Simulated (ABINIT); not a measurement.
# K2LiAlH6 (Fm-3m): G0W0 with ABINIT, start to end, part 3 of 3

Aim: the G0W0 gap of K2LiAlH6 (Fm-3m) on LDA, step by step.

ABINIT 10.8.3; LDA and many-body steps on it, plane waves. Known limits of the many-body steps: not at the basis limit; coarse k mesh.

So far. Step 4 (Empty states on the mesh, 2×2×2 mesh, 69 bands): On this mesh the gap is 2.154 eV. Step 5 (Screening, 2×2×2 mesh, 63 bands, screening to 87.1 eV): Local fields lower ε∞ by 12 %. On a Γ-centred mesh this coarse the value itself is usually too large, while a short band sum pulls it down.

### Step 6. Self-energy, 2×2×2 mesh, 63 bands, screening to 87.1 eV

The self-energy is evaluated for the states that the input lists, and the levels follow from it, in one-shot runs by the linearised quasiparticle equation.

This step: G0W0 on LDA, plane waves, norm-conserving pseudopotentials.

run.abi reads:

```
acell 3*1.0 Angstrom
rprim 
  -0.000000000000 3.880349530400 3.880349530400
  3.880349530400 0.000000000000 3.880349530400
  3.880349530400 3.880349530400 0.000000000000
ntypat 4
znucl 19 3 13 1
natom 10
typat 1 1 2 3 4 4 4 4 4 4
xred 
  0.750000000000 0.750000000000 0.750000000000
  0.250000000000 0.250000000000 0.250000000000
  0.500000000000 0.500000000000 0.500000000000
  0.000000000000 -0.000000000000 -0.000000000000
  0.772107360000 0.227892640000 0.227892640000
  0.772107360000 0.227892640000 0.772107360000
  0.227892640000 0.772107360000 0.772107360000
  0.227892640000 0.772107360000 0.227892640000
  0.227892640000 0.227892640000 0.772107360000
  0.772107360000 0.772107360000 0.227892640000
pp_dirpath "pseudos"
pseudos "K.upf, Li.upf, Al.upf, H.upf"
ecut 33
ngkpt 2 2 2
nshiftk 1
shiftk 0 0 0
kptopt 1
chksymbreak 0
istwfk *1
occopt 1
irdwfk 1
optdriver 4
nband 63
gwcalctyp 0
ecutsigx 33
symsigma 1
nkptgw 2
kptgw 
  0.5000000000 0.5000000000 0.0000000000
  0.0000000000 0.0000000000 0.0000000000
bdgw 
  14 18
  14 19
ecuteps 3.2
irdscr 1
ppmodel 1
indata_prefix "in"
outdata_prefix "out"
tmpdata_prefix "tmp"
```

Run with:

```sh
$ OMP_NUM_THREADS=1 mpirun -n 4 abinit run.abi > log
```

Numbers of over 12 decimals in the logs are rounded to 6 here.

Output:

```text
.Version 10.8.3 of ABINIT. v10.8.2 released Aug 2026.

 Symmetries : space group Fm -3 m (#225); Bravais cF (face-center cubic)
[... echo of the input left out ...]
== DATASET  1 ==================================================================
-   mpi_nproc: 4, omp_nthreads: 1 (-1 if OMP is not activated)

--- !DatasetInfo
iteration_state: {dtset: 1, }
dimensions: {natom: 10, nkpt: 3, mband: 63, nsppol: 1, nspinor: 1, nspden: 1, mpw: 7144, }
cutoff_energies: {ecut:  33.0, pawecutdg:  -1.0, }
electrons: {nelect:   3.00000000E+01, charge:   0.00000000E+00, occopt:   1.00000000E+00, tsmear:   1.00000000E-02, }

 SIGMA: Calculation of the GW corrections

 Based on a program developped by R.W. Godby, V. Olevano, G. Onida, and L. Reining.
 Incorporated in ABINIT by V. Olevano, G.-M. Rignanese, and M. Torrent.
.Using double precision arithmetic ; gwpc =  8

[... cell and pseudopotentials left out ...]
--------------------------------------------------------------------------------

 ==== K-mesh for the wavefunctions ====
 Number of points in the irreducible wedge :     3
[... list of points left out ...]
 Together with 48 symmetry operations and time-reversal symmetry
 yields     8 points in the full Brillouin Zone.

 ==== Q-mesh for screening function ====
 Number of points in the irreducible wedge :     3
[... list of points left out ...]
 Together with 48 symmetry operations and time-reversal symmetry
 yields     8 points in the full Brillouin Zone.

 vcoul_init : cutoff-mode = AUXILIARY_FUNCTION
 q-points for optical limit:   1
     1)      0.000010    0.000020    0.000030
 setmesh: FFT mesh size selected  =    54x   54x   54
          total number of points  =       157464

 Number of electrons calculated from density =   30.0000; Expected =   30.0000
 average of density, n =  0.038044
 r_s =    1.8445
 omega_plasma =   18.8147 [eV]

 === KS Band Gaps ===
  >>>> For spin  1
   Minimum direct gap =   2.7262 [eV], located at k-point      :   0.0000  0.0000  0.0000
   Fundamental gap    =   2.1545 [eV], Top of valence bands at :   0.5000  0.5000  0.0000
                                       Bottom of conduction at :   0.0000  0.0000  0.0000
 SIGMA fundamental parameters:
 PLASMON POLE MODEL  1
 number of plane-waves for SigmaX                 7119
 number of plane-waves for SigmaC and W            181
 number of plane-waves for wavefunctions          7119
 number of bands                                    63
 number of independent spin polarizations            1
 number of spinorial components                      1
 number of k-points in IBZ                           3
 number of q-points in IBZ                           3
 number of symmetry operations                      48
 number of k-points in BZ                            8
 number of q-points in BZ                            8
 number of frequencies for dSigma/dE                 9
 frequency step for dSigma/dE [eV]                0.25
 number of omega for Sigma on real axis              0
 max omega for Sigma on real axis  [eV]           0.00
 zcut for avoiding poles [eV]                     0.10

 EPSILON^-1 parameters (SCR file):
 dimension of the eps^-1 matrix on file            181
 dimension of the eps^-1 matrix used               181
 number of plane-waves for wavefunctions          7119
 number of bands                                    63
 number of q-points in IBZ                           3
 number of frequencies                               2
 number of real frequencies                          1
 number of imag frequencies                          1

 matrix elements of self-energy operator (all in [eV])

 Perturbative Calculation

--- !SelfEnergy_ee
iteration_state: {dtset: 1, }
kpoint     : [   0.500,    0.500,    0.000, ]
spin       : 1
KS_gap     :    3.368
QP_gap     :    5.547
Delta_QP_KS:    2.179
data: !SigmaeeData |
     Band     E0 <VxcDFT>   SigX SigC(E0)      Z dSigC/dE  Sig(E)    E-E0       E
       14  -0.020 -10.407 -13.655   2.355   0.780  -0.283 -11.103  -0.696  -0.716
       15   2.200 -11.328 -14.264   2.234   0.805  -0.243 -11.893  -0.565   1.635
       16   5.569  -8.666  -3.769  -2.973   0.838  -0.193  -7.053   1.614   7.182
       17   6.928  -8.995  -3.828  -3.063   0.829  -0.207  -7.251   1.745   8.672
       18   6.928  -8.995  -3.828  -3.063   0.829  -0.207  -7.251   1.745   8.672

--- !SelfEnergy_ee
iteration_state: {dtset: 1, }
kpoint     : [   0.000,    0.000,    0.000, ]
spin       : 1
KS_gap     :    2.726
QP_gap     :    4.593
Delta_QP_KS:    1.867
data: !SigmaeeData |
     Band     E0 <VxcDFT>   SigX SigC(E0)      Z dSigC/dE  Sig(E)    E-E0       E
       14   1.629 -10.927 -13.778   2.189   0.807  -0.239 -11.462  -0.535   1.093
       15   1.629 -10.927 -13.778   2.189   0.807  -0.239 -11.462  -0.535   1.093
       16   4.355  -8.665  -4.226  -2.833   0.829  -0.207  -7.334   1.331   5.686
       17   7.342  -8.598  -3.679  -3.104   0.823  -0.215  -7.105   1.493   8.835
       18   7.342  -8.598  -3.679  -3.104   0.823  -0.215  -7.105   1.493   8.835
       19   7.342  -8.598  -3.679  -3.104   0.823  -0.215  -7.105   1.493   8.835

== END DATASET(S) ==============================================================
================================================================================

 -outvars: echo values of variables after computation  --------
           etotal      0.0000000000E+00
            nband          63
             nkpt           3
          spgroup         225
 [... the other variables as echoed above ...]

 Calculation completed.
```

Wall time 5.4 s (4 MPI ranks of Arm Neoverse V1, shared host); peak memory 0.32 GiB; 21 s of CPU time.

Numbers from this step:

```yaml
g0w0_gap_on_the_points_computed: 4.051 eV
starting_gap_on_the_mesh: 2.154 eV
k_of_the_valence_top: 0.5, 0.5, 0
k_of_the_conduction_bottom: 0, 0, 0
z_at_the_valence_top: 0.805
z_at_the_conduction_bottom: 0.829
least_direct_g0w0_gap_on_the_computed_points: 4.593 eV
```

The gap on the mesh goes from 2.15 eV to 4.05 eV, a correction of +1.90 eV.

Limits: finite bands, cutoff and mesh; coarse k mesh. v1 is the top filled band, c1 the lowest empty one. The levels before and after the correction (eV, zero at the valence-band top of each column):

|  | conduction bottom | valence top |
| --- | --- | --- |
| Kohn-Sham | 2.15 | 0.00 |
| G0W0 | 4.05 | 0.00 |

|  | level | energy (eV) |
| --- | --- | --- |
| Kohn-Sham | (0.5 0.5 0) v2 | -2.221 |
| Kohn-Sham | (0.5 0.5 0) v1 | 0.000 |
| Kohn-Sham | (0.5 0.5 0) c1 | 3.368 |
| Kohn-Sham | (0.5 0.5 0) c2-c3 | 4.727 |
| Kohn-Sham | Γ v2-v1 | -0.572 |
| Kohn-Sham | Γ c1 | 2.154 |
| Kohn-Sham | Γ c2-c4 | 5.141 |
| G0W0 | (0.5 0.5 0) v2 | -2.351 |
| G0W0 | (0.5 0.5 0) v1 | 0.000 |
| G0W0 | (0.5 0.5 0) c1 | 5.547 |
| G0W0 | (0.5 0.5 0) c2-c3 | 7.037 |
| G0W0 | Γ v2-v1 | -0.542 |
| G0W0 | Γ c1 | 4.051 |
| G0W0 | Γ c2-c4 | 7.200 |

### Step 7. Where the time went

Times are wall times on 4 MPI ranks of Arm Neoverse V1, shared host, good to a factor of about two.

| step | time | share | memory (GiB) |
| --- | --- | --- | --- |
| ground state | 34 s | 34 % | 0.42 |
| bands along the symmetry lines | 35 s | 35 % | 0.36 |
| empty states on the mesh | 19 s | 19 % | 0.33 |
| screening | 7.8 s | 8 % | 0.91 |
| self-energy | 5.4 s | 5 % | 0.32 |

### Step 8. Outcome

| Item | Value |
| --- | --- |
| LDA gap | 2.15 eV, indirect |
| G0W0 gap on the mesh | 4.05 eV |
| GW settings | 2×2×2 mesh, 63 bands, screening to 87.1 eV, Godby-Needs plasmon pole |
| known limits | not at the basis limit; coarse k mesh |

What this shows: G0W0 moves the gap on the mesh from 2.15 eV to 4.05 eV (+1.90 eV), with Z of 0.81 and 0.83 at the edges. Local fields lower the RPA ε∞ on this mesh from 4.83 to 4.23; a Γ-centred mesh this coarse tends to raise both, most where the direct gap is narrow, while a short band sum lowers them. Only 2 of the mesh's irreducible points were corrected, so a valley elsewhere could overtake. Bands and cutoff are finite, so the gap is not at the basis limit. The miss can reach some tenths of an eV and take either sign; the mesh is an error of its own. In the G0W0 run levels were corrected at 2 k points alone, so a gap called «on the mesh» is the least over those, and an edge elsewhere would be missed. The 2×2×2 mesh is coarse for this cell, which bears on the long-range parts of exchange and screening.

[Paths, hosts, dates, memory and timing lines, banners, echoed tables and standing remarks are left out of the program output.]

[Logs are printed without paths, hosts, clocks, repeated set-up lines and the standing remarks that a program may print on its own settings, such as how far it seeks lower states.]

[Runs of the session that timed out or met a known fault of the program may be left out.]

[Hosts, paths, dates, database ids (printed as entryN), source tags and the programs' standing remarks are cut or masked in the printed files.]

[G0W0 gaps are taken among the corrected bands and points alone; a level outside them can change the order at an edge.]

[Where Ansatz stands beside ABINIT at settings called matched, ABINIT's density can come from a denser mesh and the files from another edition; pairs whose starting gaps differed by over 0.03 eV were left out, so agreement reads better than it is.]
